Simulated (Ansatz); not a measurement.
Consider Tl2WCl6 (started from the K2PtCl6 type) (Fm-3m).

The structure was built from a prototype and need not be the compound's stable phase.

The structure is cubic, space group Fm-3m (No. 225). Conventional cell: a = 9.435 Å, b = 9.435 Å, c = 9.435 Å, α = 90.00°, β = 90.00°, γ = 90.00°. Tl has 12 Cl at 3.34 Å nearest. Nearest to W lie 6 Cl at 2.33 Å. Cl has 1 W at 2.33 Å nearest. Farther neighbours and most contacts between anions are not listed.

```xyz
9
Lattice="4.7173 0.0000 4.7173 4.7173 4.7173 0.0000 0.0000 4.7173 4.7173" Properties=species:S:1:pos:R:3 pbc="T T T"
Tl    2.3586    2.3586    2.3586
Tl    7.0759    7.0759    7.0759
W     0.0000    0.0000    0.0000
Cl    2.3321    4.7173    4.7173
Cl    7.1025    4.7173    4.7173
Cl    4.7173    4.7173    2.3321
Cl    4.7173    4.7173    7.1025
Cl    4.7173    2.3321    4.7173
Cl    4.7173    7.1025    4.7173
```

The structure was relaxed with LDA. The structure type comes from a generator and need not be one that this composition takes. The structure was generated from a model, not taken from a measurement. The runs that relaxed it are not among those shown. The program's search for lower electronic states was switched off, so nothing shows that the state found is the lowest. Spin-orbit coupling is left out unless a run names it. PAW set soft_2, made with PBE.

A constrained-RPA run (Ansatz 0.2.0; non-magnetic LDA; W t2g, bands v1 to c2, 2×2×2 mesh, medium accuracy) builds 3 functions on bands 1.00 eV wide, with 2.0 electrons in the window. The bare on-site interaction is 9.5 eV and the bare J 0.32 eV.

**Question.** What U and J survive the screening?

On the W t2g shell, U = 2.33 eV (24 % of the bare value), U′ = 1.83 eV, J = 0.22 eV.

The parent state is non-magnetic and the interaction static (zero frequency); U depends on the window and the orbitals, so it belongs to this model alone. Spin-orbit coupling, which is strong for atoms this heavy, is left out. Coarse meshes can leave U off its limit, most where the target bands are metallic.

[Paths, hosts, dates, memory and timing lines, banners, echoed tables and standing remarks are left out of the program output.]

[Logs are printed without paths, hosts, clocks, repeated set-up lines and the standing remarks that a program may print on its own settings, such as how far it seeks lower states.]

[Runs of the session that timed out or met a known fault of the program may be left out.]

[Hosts, paths, dates, database ids (printed as entryN), source tags and the programs' standing remarks are cut or masked in the printed files.]
